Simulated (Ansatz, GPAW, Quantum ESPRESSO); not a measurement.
# Simulated XPS, UPS and emission spectra of Ba2ZnP2, part 8 of 8

Wanted: projected DOS of Ba2ZnP2, weighted into photoemission and X-ray emission spectra, at several levels of theory. Spin–orbit coupling is left out of the bands throughout.

Ansatz 0.2.0, Quantum ESPRESSO 7.5 and GPAW 26.7.0; DFT, LDA, plane-wave PAW, default files, scalar-relativistic (the session's first sound run).

So far, gap on the path (eV): step 2 (self-consistent run, DOS and bands, LDA) 0.560; step 3 (with PBEsol) 0.592; step 8 (the same cell in GPAW, LDA, GPAW) 0.523.

**9. GPAW with atomic orbitals**

This step: DFT, LDA, PAW datasets of GPAW, numerical atomic orbitals (LCAO), scalar-relativistic (GPAW 26.7.0).

An atomic-orbital basis pays off in large cells; this run shows what it costs in accuracy.

Input file run.py:

```python
import json
import numpy as np
from ase import Atoms
from ase.parallel import paropen
from gpaw import GPAW, PW, FermiDirac, Mixer, MixerDif, setup_paths

atoms = Atoms(['Ba', 'Ba', 'Ba', 'Ba', 'Zn', 'Zn', 'P', 'P', 'P', 'P'],
              cell=[[-3.378, 6.554, 3.1925], [3.378, -6.554, 3.1925], [3.378, 6.554, -3.1925]],
              scaled_positions=[[0.8597, 0.30882, 0.16852], [0.1403, 0.69118, 0.83148], [0.6403, 0.80882, 0.44912], [0.3597, 0.19118, 0.55088], [0.75, 0.75, 0.0], [0.25, 0.25, 0.0], [0.60649, 0.29992, 0.90641], [0.39351, 0.70008, 0.09359], [0.89351, 0.79992, 0.69343], [0.10649, 0.20008, 0.30657]],
              pbc=(True, True, True))
params = dict(mode='lcao',
              xc='LDA',
              kpts={'size': (6, 6, 6), 'gamma': True},
              occupations=FermiDirac(0.02),
              nbands=-24,
              maxiter=200,
              txt='gs.txt',
              basis='dzp',
              h=0.2)
atoms.calc = calc = GPAW(**params)
atoms.get_potential_energy()
ef = calc.get_fermi_level()
nk, ns = len(calc.get_ibz_k_points()), calc.get_number_of_spins()
out = dict(free=atoms.get_potential_energy(force_consistent=True), ef=ef, nel=calc.get_number_of_electrons(), cell=atoms.cell[:], frac=atoms.get_scaled_positions(wrap=False),
           eig=[[calc.get_eigenvalues(k, s) for k in range(nk)] for s in range(ns)], forces=atoms.get_forces(apply_constraint=False))
dense = calc.fixed_density(kpts={'size': (8, 8, 8), 'gamma': True}, txt='dos.txt')
out['eig_dense'] = [[dense.get_eigenvalues(k, s) for k in range(len(dense.get_ibz_k_points()))] for s in range(ns)]
dos = dense.dos(shift_fermi_level=False)
e = ef + np.arange(-36, 12, 0.05)
out['e'], out['dos'] = e - ef, dos.raw_dos(e, width=0.1)
kpts = [[0.0, 0.0, 0.0], [0.05, -0.05, 0.05], [0.1, -0.1, 0.1], [0.15, -0.15, 0.15], ..., [0.0, 0.0, 0.0]]  # list cut here
bands = calc.fixed_density(kpts=kpts, symmetry='off', txt='bands.txt')
out['band_e'] = [[bands.get_eigenvalues(k, s) for k in range(len(kpts))] for s in range(ns)]
with paropen('out.json', 'w') as f:
    json.dump(out, f, default=lambda a: a.tolist())
```

Command:

```console
$ OMP_NUM_THREADS=1 mpirun -n 4 gpaw python run.py > run.log
```

Numbers of over 12 decimals in the logs are rounded to 6 here.

The log of the run:

```text
__  _  _
 | _ |_)|_||  |
 |__||  | ||/\| - 26.7.0

units:  Angstrom and eV
cores:  4
OpenMP: True

Versions:

Paths:

Git-hashes:

OMP_NUM_THREADS: 1

Environment variables:
  GPAW_CPUPY:          False
  GPAW_DEBUG:          False
  GPAW_MPI_BACKEND:    cgpaw
  GPAW_MPI_OPTIONS:    None
  GPAW_NO_C_EXTENSION: False
  GPAW_NO_GPU_MPI:     False
  GPAW_TRACE:          False
  GPAW_USE_GPUS:       False

Input parameters:
  mode=LCAO(),
  basis={'default': 'dzp'},
  h=0.2,
  kpts=MonkhorstPack(size=(6, 6, 6), gamma=True),
  maxiter=200,
  nbands=-24,
  occupations=Occupations(name='fermi-dirac', width=0.02, fixmagmom=False),
  xc=XC(name='LDA')

                   P
           Zn
                 Ba
                     P
             P
           Zn    Ba
                       Ba
               P

Atoms  # Å, Bohr magnetons
|   | symbol |         x |         y |         z |    initial magnetic moments |
|---|--------|-----------|-----------|-----------|-----------------------------|
| 0 |     Ba | -1.291612 |  4.714948 |  3.192500 | ( 0.0000,  0.0000,  0.0000) |
| 1 |     Ba |  4.669612 |  1.839052 | -0.000000 | ( 0.0000,  0.0000,  0.0000) |
| 2 |     Ba |  2.086388 |  1.839052 |  3.192500 | ( 0.0000,  0.0000,  0.0000) |
| 3 |     Ba |  1.291612 |  4.714948 | -0.000000 | ( 0.0000,  0.0000,  0.0000) |
| 4 |     Zn |  0.000000 | -0.000000 |  4.788750 | ( 0.0000,  0.0000,  0.0000) |
| 5 |     Zn |  0.000000 |  0.000000 |  1.596250 | ( 0.0000,  0.0000,  0.0000) |
| 6 |      P |  2.026260 |  7.949871 |  0.000000 | ( 0.0000,  0.0000,  0.0000) |
| 7 |      P |  1.351740 | -1.395871 |  3.192500 | ( 0.0000,  0.0000,  0.0000) |
| 8 |      P |  2.026260 |  5.158129 |  3.192500 | ( 0.0000,  0.0000,  0.0000) |
| 9 |      P |  1.351740 |  1.395871 | -0.000000 | ( 0.0000,  0.0000,  0.0000) |

Unit cell  # Å
| periodic |         x |         y |         z |  lengths |     angles |
|----------|-----------|-----------|-----------|----------|------------|
|      yes | -3.378000 |  6.554000 |  3.192500 | 8.034790 | 130.277575 |
|      yes |  3.378000 | -6.554000 |  3.192500 | 8.034790 |  70.686200 |
|      yes |  3.378000 |  6.554000 | -3.192500 | 8.034790 | 133.176690 |

Number of symmetries: 4
Symmetry operations  # r_c * U_cc + t_c -> r_c
|   | kind |            matrix            |
|---|------|------------------------------|
| 0 |  E   |  1, 0, 0,  0, 1, 0,  0, 0, 1 |
| 1 |  C2  |  0, 1, 0,  1, 0, 0, -1,-1,-1 |
| 2 |  σ   |  0,-1, 0, -1, 0, 0,  1, 1, 1 |
| 3 |  i   | -1, 0, 0,  0,-1, 0,  0, 0,-1 |

BZ-sampling:
  Number of BZ points: 216
  Number of IBZ points: 68

  Monkhorst-Pack size: [6, 6, 6]
  Monkhorst-Pack shift: [0.083333, 0.083333, 0.083333]

K-points  # in reciprocal-cell coordinates
|     |                                coordinates |     weight |
|-----|--------------------------------------------|------------|
|   0 | (  0.00000000,   0.00000000,   0.00000000) | 0.00462963 |
|   1 | (  0.00000000,   0.00000000,   0.16666667) | 0.00925926 |
|   2 | (  0.00000000,   0.00000000,   0.33333333) | 0.00925926 |
|   3 | (  0.00000000,   0.00000000,   0.50000000) | 0.00462963 |
|   4 | (  0.16666667,  -0.16666667,  -0.33333333) | 0.00925926 |
|   5 | (  0.16666667,  -0.16666667,  -0.16666667) | 0.00925926 |
|   6 | (  0.16666667,  -0.16666667,   0.00000000) | 0.00925926 |
|   7 | (  0.16666667,  -0.16666667,   0.16666667) | 0.00925926 |
|   8 | (  0.16666667,  -0.16666667,   0.33333333) | 0.00925926 |
|   9 | (  0.16666667,  -0.16666667,   0.50000000) | 0.00925926 |
| ... |                                            |            |
|  67 | (  0.50000000,   0.50000000,   0.50000000) | 0.00462963 |

basis functions: 210
Spin-components: 1 (collinear spins)
Bands:           66
Projectors:      56
Spin-degeneracy: 2
Datatype:        <class 'complex'>

  Storage: CPU
  Wave functions: 15_079_680 bytes (3_769_920 per core)

Parallelization:
  kpt:    4
  domain: 1
  band:   1

Density:
  Valence electrons: 84.0
  Components: 1
  Grid points: [32 32 32]
  Charge: 0.0  # |e|

Potential:
  Grid points: [32 32 32]

species:
  Ba:
    name:    Barium
    Z:       56.0
    valence: 10
    core:    46
    charge:  0.0  # [|e|]
    file:    Ba.LDA.gz
    compensation charges:
      type: gauss
      rc: 0.37  # [Å]
      lmax: 2
    cutoffs:
      filter: 2.06  # [Å]
      core: 2.33  # [Å]
    projectors
    | kind |    occ | energy [eV] | rcut [Å] |
    |------|--------|-------------|----------|
    |   5s |  2.000 |     -33.774 |    1.164 |
    |   6s |  2.000 |      -3.346 |    1.164 |
    |   5p |  6.000 |     -18.813 |    1.164 |
    |    p |        |       0.000 |    1.164 |
    |    d |        |       0.000 |    1.164 |
    |    d |        |      27.211 |    1.164 |

    LCAO basis set for Ba:
      Name: dzp
      File: Ba.dzp.basis.gz
      Number of radial functions: 11
      Number of spherical harmonics: 29
        l=0, rc=4.8906 Bohr: 5s-sz confined orbital
        l=0, rc=12.3125 Bohr: 6s-sz confined orbital
        l=1, rc=5.8125 Bohr: 5p-sz confined orbital
        l=1, rc=15.7188 Bohr: 6p-sz confined orbital
        l=2, rc=10.7812 Bohr: 5d-sz confined orbital
        l=0, rc=2.6875 Bohr: 5s-dz split-valence wave
        l=0, rc=7.6562 Bohr: 6s-dz split-valence wave
        l=1, rc=3.3281 Bohr: 5p-dz split-valence wave
        l=1, rc=9.9688 Bohr: 6p-dz split-valence wave
        l=2, rc=6.4375 Bohr: 5d-dz split-valence wave
        l=1, rc=12.3125 Bohr: p-type Gaussian polarization
      Number of RI-basis functions 0

  Zn:
    name:    Zinc
    Z:       30.0
    valence: 12
    core:    18
    charge:  0.0  # [|e|]
    file:    Zn.LDA.gz
    compensation charges:
      type: gauss
      rc: 0.37  # [Å]
      lmax: 2
    cutoffs:
      filter: 2.14  # [Å]
      core: 2.28  # [Å]
    projectors
    | kind |    occ | energy [eV] | rcut [Å] |
    |------|--------|-------------|----------|
    |   4s |  2.000 |      -6.218 |    1.286 |
    |   4p |  0.000 |      -1.230 |    1.270 |
    |   3d | 10.000 |     -10.426 |    1.180 |
    |    s |        |      20.994 |    1.286 |
    |    p |        |      25.981 |    1.270 |
    |    d |        |      16.786 |    1.180 |

    LCAO basis set for Zn:
      Name: dzp
      File: Zn.dzp.basis.gz
      Number of radial functions: 7
      Number of spherical harmonics: 21
        l=0, rc=8.1562 Bohr: 4s-sz confined orbital
        l=1, rc=12.4062 Bohr: 4p-sz confined orbital
        l=2, rc=4.3594 Bohr: 3d-sz confined orbital
        l=0, rc=4.7188 Bohr: 4s-dz split-valence wave
        l=1, rc=7.4844 Bohr: 4p-dz split-valence wave
[...]
Charge: 0.0  # |e|

Potential:
  Grid points: [32 32 32]

species:
  Ba:
    name:    Barium
    Z:       56.0
    valence: 10
    core:    46
    charge:  0.0  # [|e|]
    file:    Ba.LDA.gz
    compensation charges:
      type: gauss
      rc: 0.37  # [Å]
      lmax: 2
    cutoffs:
      filter: 2.06  # [Å]
      core: 2.33  # [Å]
    projectors
    | kind |    occ | energy [eV] | rcut [Å] |
    |------|--------|-------------|----------|
    |   5s |  2.000 |     -33.774 |    1.164 |
    |   6s |  2.000 |      -3.346 |    1.164 |
    |   5p |  6.000 |     -18.813 |    1.164 |
    |    p |        |       0.000 |    1.164 |
    |    d |        |       0.000 |    1.164 |
    |    d |        |      27.211 |    1.164 |

    LCAO basis set for Ba:
      Name: dzp
      File: Ba.dzp.basis.gz
      Number of radial functions: 11
      Number of spherical harmonics: 29
        l=0, rc=4.8906 Bohr: 5s-sz confined orbital
        l=0, rc=12.3125 Bohr: 6s-sz confined orbital
        l=1, rc=5.8125 Bohr: 5p-sz confined orbital
        l=1, rc=15.7188 Bohr: 6p-sz confined orbital
        l=2, rc=10.7812 Bohr: 5d-sz confined orbital
        l=0, rc=2.6875 Bohr: 5s-dz split-valence wave
        l=0, rc=7.6562 Bohr: 6s-dz split-valence wave
        l=1, rc=3.3281 Bohr: 5p-dz split-valence wave
        l=1, rc=9.9688 Bohr: 6p-dz split-valence wave
        l=2, rc=6.4375 Bohr: 5d-dz split-valence wave
        l=1, rc=12.3125 Bohr: p-type Gaussian polarization
      Number of RI-basis functions 0

  Zn:
    name:    Zinc
    Z:       30.0
    valence: 12
    core:    18
    charge:  0.0  # [|e|]
    file:    Zn.LDA.gz
    compensation charges:
      type: gauss
      rc: 0.37  # [Å]
      lmax: 2
    cutoffs:
      filter: 2.14  # [Å]
      core: 2.28  # [Å]
    projectors
    | kind |    occ | energy [eV] | rcut [Å] |
    |------|--------|-------------|----------|
    |   4s |  2.000 |      -6.218 |    1.286 |
    |   4p |  0.000 |      -1.230 |    1.270 |
    |   3d | 10.000 |     -10.426 |    1.180 |
    |    s |        |      20.994 |    1.286 |
    |    p |        |      25.981 |    1.270 |
    |    d |        |      16.786 |    1.180 |

    LCAO basis set for Zn:
      Name: dzp
      File: Zn.dzp.basis.gz
      Number of radial functions: 7
      Number of spherical harmonics: 21
        l=0, rc=8.1562 Bohr: 4s-sz confined orbital
        l=1, rc=12.4062 Bohr: 4p-sz confined orbital
        l=2, rc=4.3594 Bohr: 3d-sz confined orbital
        l=0, rc=4.7188 Bohr: 4s-dz split-valence wave
        l=1, rc=7.4844 Bohr: 4p-dz split-valence wave
        l=2, rc=2.8125 Bohr: 3d-dz split-valence wave
        l=1, rc=8.1562 Bohr: p-type Gaussian polarization
      Number of RI-basis functions 0

  P:
    name:    Phosphorus
    Z:       15.0
    valence: 5
    core:    10
    charge:  0.0  # [|e|]
    file:    P.LDA.gz
    compensation charges:
      type: gauss
      rc: 0.30  # [Å]
      lmax: 2
    cutoffs:
      filter: 1.69  # [Å]
      core: 1.81  # [Å]
    projectors
    | kind |    occ | energy [eV] | rcut [Å] |
    |------|--------|-------------|----------|
    |   3s |  2.000 |     -14.015 |    0.953 |
    |   3p |  3.000 |      -5.596 |    0.953 |
    |    s |        |      13.197 |    0.953 |
    |    p |        |      21.615 |    0.953 |
    |    d |        |       0.000 |    0.953 |

    LCAO basis set for P:
      Name: dzp
      File: P.dzp.basis.gz
      Number of radial functions: 5
      Number of spherical harmonics: 13
        l=0, rc=6.0938 Bohr: 3s-sz confined orbital
        l=1, rc=7.7031 Bohr: 3p-sz confined orbital
        l=0, rc=3.4375 Bohr: 3s-dz split-valence wave
        l=1, rc=4.4688 Bohr: 3p-dz split-valence wave
        l=2, rc=7.7031 Bohr: d-type Gaussian polarization
      Number of RI-basis functions 0

Reference energy: -1019097.320847  # eV

eigensolver:
  <gpaw.new.lcao.eigensolver.LCAOEigensolver object at 0x5cc7ecb657f0>
density mixing:
  MSR1-Mixer
  Pratt-step length: 0.05
  Maximum mixing coefficient: 0.75
  Old densities: 10
  SVD Regularization: 0.005
  Good broyden scale: 1.0
  Trust region scale: 1.0
  Backstep threshold: 4.0
  History deletion threshold: 6.0
  Fourier metric: weight=20.0, sigma=0.015

occupation numbers:
  Fermi-Dirac:
    width: 0.0200  # eV

FastPoissonSolver using
    Stencil: 12*3+1=37 point O(h^6) finite-difference Laplacian
    FFT axes: [np.int64(0), np.int64(1), np.int64(2)]
    FST axes: []

xc functional:
  name: None
interpolation: tri-quintic # 5. degree polynomial

Initialization done in: 4.461 s

convergence criteria:
- Maximum [total energy] change in last 3 cyles: 0.0005 eV / valence electron
- Maximum integral of absolute [dens]ity change: 0.0001 electrons / valence electron
- Maximum integral of absolute [eigenst]ate change: 4e-08 eV^2 / valence electron
maximum number of iterations: 200

SCF iterations
|iter     |     time |      energy | eigst |  dens |
|---------|----------|-------------|-------|-------|
|iter:   1|       0s |  -46.515793 |      c|       |
|iter:   2|      47s |  -46.050937 |      c| -1.16 |
|iter:   3|      95s |  -44.641844 |      c| -1.20 |
|iter:   4|     142s |  -44.628036 |      c| -1.74 |
|iter:   5|     189s |  -44.624406c|      c| -2.11 |
|iter:   6|     237s |  -44.622373c|      c| -2.75 |
|iter:   7|     284s |  -44.622260c|      c| -3.20 |
|iter:   8|     332s |  -44.622257c|      c| -3.93 |
|iter:   9|     379s |  -44.622257c|      c| -4.29c|

Converged in 9 steps
SCF loop duration: 385.298 s (42.811 s/step)
Energy contributions relative to reference atoms: (reference = -1019097.320847)

Energy contributions:
  Kinetic:          15.606410
  Coulomb:          -4.106981
  Zero:              0.453776
  External:          0.000000
  Xc:              -56.575461
  Entropy:          -0.000000
  Spinorbit:         0.000000
  ----------------------------
  Free energy:     -44.622257
  Extrapolated:    -44.622257

dipole moment: (-13.012348, -25.246574, 12.297786)  # |e|*Ang

Fermi level: 6.514
Eigenvalues  # (at kpt = [0.000, 0.000, 0.000])
| band index |      eig [eV] | occ [0-2] |
|------------|---------------|-----------|
|          0 |       -21.370 |     2.000 |
|        ... |               |           |
|         34 |         4.742 |     2.000 |
|         35 |         4.824 |     2.000 |
|         36 |         5.051 |     2.000 |
|         37 |         5.284 |     2.000 |
|         38 |         5.524 |     2.000 |
|         39 |         6.099 |     2.000 |
|         40 |         6.155 |     2.000 |
|         41 |         6.193 |     2.000 |
|         42 |         7.175 |     0.000 |
|         43 |         7.728 |     0.000 |
|         44 |         7.917 |     0.000 |
|         45 |         7.953 |     0.000 |
|         46 |         8.144 |     0.000 |
|         47 |         8.351 |     0.000 |
|         48 |         8.837 |     0.000 |
|         49 |         9.247 |     0.000 |
|        ... |               |           |
|         65 |        12.768 |     0.000 |

Gap: 0.530 eV
Transition (v -> c):
  (s=0, k=5, n=41, [0.17, -0.17, -0.17]) -> (s=0, k=67, n=42, [0.50, 0.50, 0.50])
Direct/indirect transitions are different
Direct gap: 0.588 eV
Transition at: (s=0, k=67, n=41, [0.50, 0.50, 0.50])

Forces  # eV/Ang
|        x |        y |        z |
|----------|----------|----------|
| -0.09161 |  0.09663 |  0.00000 |  # Ba   0
|  0.09161 | -0.09663 | -0.00000 |  # Ba   1
| -0.09152 | -0.09658 |  0.00000 |  # Ba   2
|  0.09152 |  0.09658 | -0.00000 |  # Ba   3
|  0.00000 | -0.00000 |  0.00000 |  # Zn   4
|  0.00000 |  0.00000 | -0.00000 |  # Zn   5
|  0.18010 | -0.21246 | -0.00000 |  # P    6
| -0.18010 |  0.21246 |  0.00000 |  # P    7
|  0.18036 |  0.21254 | -0.00000 |  # P    8
| -0.18036 | -0.21254 |  0.00000 |  # P    9

Force computation time: 259.185  # s

timing:  # [seconds]
  Total:  667.943  # ━━━━━━━━━━━━━━━━━━━━━━━━━━━━━━━━━━━━━━━━━━━━━━━━━━━━━━━━
  Init:     4.139  # ╸
  SCF:    385.298  # ━━━━━━━━━━━━━━━━━━━━━━━━━━━━━━━━╸
  Forces: 259.185  # ━━━━━━━━━━━━━━━━━━━━━╸

Max RSS: 1244.105  # MiB
```

Run time: 11 min. Hardware: 4 MPI ranks of Arm Neoverse V2, shared host.

Numbers from this step:

```
free energy                  : -44.62 eV
Fermi energy                 : 6.514 eV
gap on the path              : 0.5248 eV
least direct gap on the path : 0.5884 eV
valence top on path          : 0.0045 eV
gap from the DOS mesh        : 0.5293 eV
```

Electronic bands along the path, in eV, zero at the valence-band maximum; v1 is the highest filled band, c1 the lowest empty one:

```tsv
point	v4	v3	v2	v1	c1	c2	c3	c4
Γ	-0.70	-0.13	-0.07	-0.03	0.95	1.50	1.69	1.73
halfway	-0.83	-0.48	-0.14	-0.13	0.78	1.13	1.44	2.10
X	-1.12	-0.17	-0.10	-0.06	0.53	0.70	1.58	1.64
halfway	-1.09	-0.49	-0.21	-0.11	0.65	0.76	1.67	1.77
F0	-0.98	-0.97	-0.39	-0.03	0.90	1.17	1.89	2.11
jump to Σ0	-0.98	-0.97	-0.39	-0.03	0.90	1.17	1.89	2.11
halfway	-0.99	-0.87	-0.16	0.00	1.34	1.58	1.96	1.96
Γ	-0.70	-0.13	-0.07	-0.03	0.95	1.50	1.69	1.73
halfway	-1.03	-0.90	-0.25	-0.17	0.95	1.38	1.79	2.07
Λ0	-0.99	-0.82	-0.69	-0.32	0.88	1.02	1.80	2.28
jump to G0	-0.99	-0.82	-0.69	-0.32	0.88	1.02	1.80	2.28
halfway	-0.94	-0.72	-0.39	-0.02	0.74	0.90	1.33	1.46
X	-1.12	-0.17	-0.10	-0.06	0.53	0.70	1.58	1.64
jump to Γ	-0.70	-0.13	-0.07	-0.03	0.95	1.50	1.69	1.73
halfway	-1.01	-0.96	-0.46	-0.27	1.11	1.68	1.87	2.00
R	-1.21	-1.21	-0.86	-0.86	1.75	1.75	2.43	2.43
halfway	-1.23	-1.23	-0.87	-0.87	1.81	1.81	2.29	2.29
W	-1.26	-1.26	-0.88	-0.88	1.93	1.93	2.08	2.08
halfway	-1.11	-1.11	-0.76	-0.76	1.55	1.55	1.82	1.82
S	-0.96	-0.96	-0.60	-0.60	1.38	1.38	1.70	1.70
halfway	-0.98	-0.91	-0.30	-0.10	0.96	1.56	1.65	1.71
Γ	-0.70	-0.13	-0.07	-0.03	0.95	1.50	1.69	1.73
```

The DOS has structure finer than the step of the table below, so its rows give means over 0.5 eV, whole bins alone (the curve runs from -14.6 to 4.64 eV). Peaks (eV: height): -12.76: 45.3, -8.96: 16.7, -6.86: 59.3, -3.96: 8.75, -1.56: 11.9.

Table of DOS by E, zero at the valence-band maximum; means over each step:

```tsv
E (eV)	DOS (states/eV/cell)
-14.0	0
-13.5	3.14
-13.0	28.5
-12.5	16.3
-12.0	0
-11.5	0
-11.0	0
-10.5	0
-10.0	0.160
-9.5	2.82
-9.0	11.7
-8.5	1.33
-8.0	0
-7.5	0.0185
-7.0	26.2
-6.5	13.7
-6.0	9.0e-5
-5.5	0
-5.0	0
-4.5	0.452
-4.0	6.31
-3.5	1.23
-3.0	0.429
-2.5	4.63
-2.0	5.51
-1.5	10.7
-1.0	10.7
-0.5	6.30
0.0	1.79
0.5	0.209
1.0	3.54
1.5	6.00
2.0	6.05
2.5	6.22
3.0	6.76
3.5	9.18
4.0	9.75
```

**10. One cell, several programs**

Each program ran the same cell and functional with its own potentials and basis. Levels are from each run's zero of energy. The LCAO run uses a double-zeta polarised basis, which isn't converged: its levels can miss those of plane waves by tenths of an eV or more, filled ones included.

```tsv
quantity	Ansatz	QE	GPAW	GPAW LCAO
gap on the path (eV)	0.56	-	0.52	0.52
```

**11. Summary of results**

| Item | Value |
| --- | --- |
| least gap on the mesh and the path | 0.56 eV |
| strongest listed peak within 13 eV of the zero, at 1486.7 eV | 12.7 eV binding, mostly Ba 5p |
| strongest listed peak within 13 eV of the zero, at 21.2 eV | 6.8 eV binding, mostly Zn 3d |
| Zn 3d centre of the filled part | -6.82 eV (10.0 states an atom) |
| LDA (82 s on 4 threads) | gap 0.56 eV, highest Al Kα peak within 13 eV at 12.7 eV (Ba 5p) |
| PBEsol (81 s on 4 threads) | gap 0.59 eV, highest Al Kα peak within 13 eV at 12.7 eV (Ba 5p) |
| qe | gap 0.56 eV, highest Al Kα peak within 13 eV at 6.8 eV (Zn 3d) |

**Reading.** Ba2ZnP2 is an insulator or semiconductor at the base level (gap 0.56 eV), and its valence spectrum changes with photon energy as the shells' cross sections do. At 21.2 eV the valence spectrum has its highest listed peaks within 10.8 eV at 1.2 eV (P 3p) and 6.8 eV (Zn 3d). At 1486.7 eV the valence spectrum has its highest listed peaks within 13 eV at 6.8 eV (Zn 3d) and 12.7 eV (Ba 5p). The shell named is the one with most of the intensity, cross sections included, not always the one with most states there. In the main run, from 1486.7 eV towards hard X-rays the Ba 5s share grows by 20 points, as its cross section falls more slowly with photon energy than those of the shells it gains on. With PBEsol, the gap on the path moves from 0.56 to 0.59 eV. The plane-wave programs agree on the gap on the path to 0.04 eV. At 21.2 eV the area is led by P 3p (45 %), at 9251.7 eV by Ba 5p (54 %), a shell that the model's window at 21.2 eV leaves out. These are Kohn–Sham levels; self-energy shifts and satellites are missing. Semilocal functionals underbind filled localised shells, so the Zn 3d peak should lie deeper in a measurement, and spin–orbit coupling splits d and f lines of heavy atoms. Each run has its own recipe for the spectra (widths, photon energies, in some runs the light), so peak heights and places can differ between runs for that reason too. Semilocal Kohn–Sham gaps are too small as a rule. Spin–orbit coupling is left out, which matters for the heavy atoms here.

[Logs are printed without paths, hosts, clocks, repeated set-up lines and the standing remarks that a program may print on its own settings, such as how far it seeks lower states.]

[Hosts, paths, dates, database ids (printed as entryN), source tags and the programs' standing remarks are cut or masked in the printed files.]

[Maps of the electrostatic potential energy from Ansatz leave out the sawtooth potential of an applied field or a dipole correction, so their vacuum need not be flat; work functions include it.]

[Peak lists hold at most the 14 tallest peaks of each spectrum; further lines can be left out.]
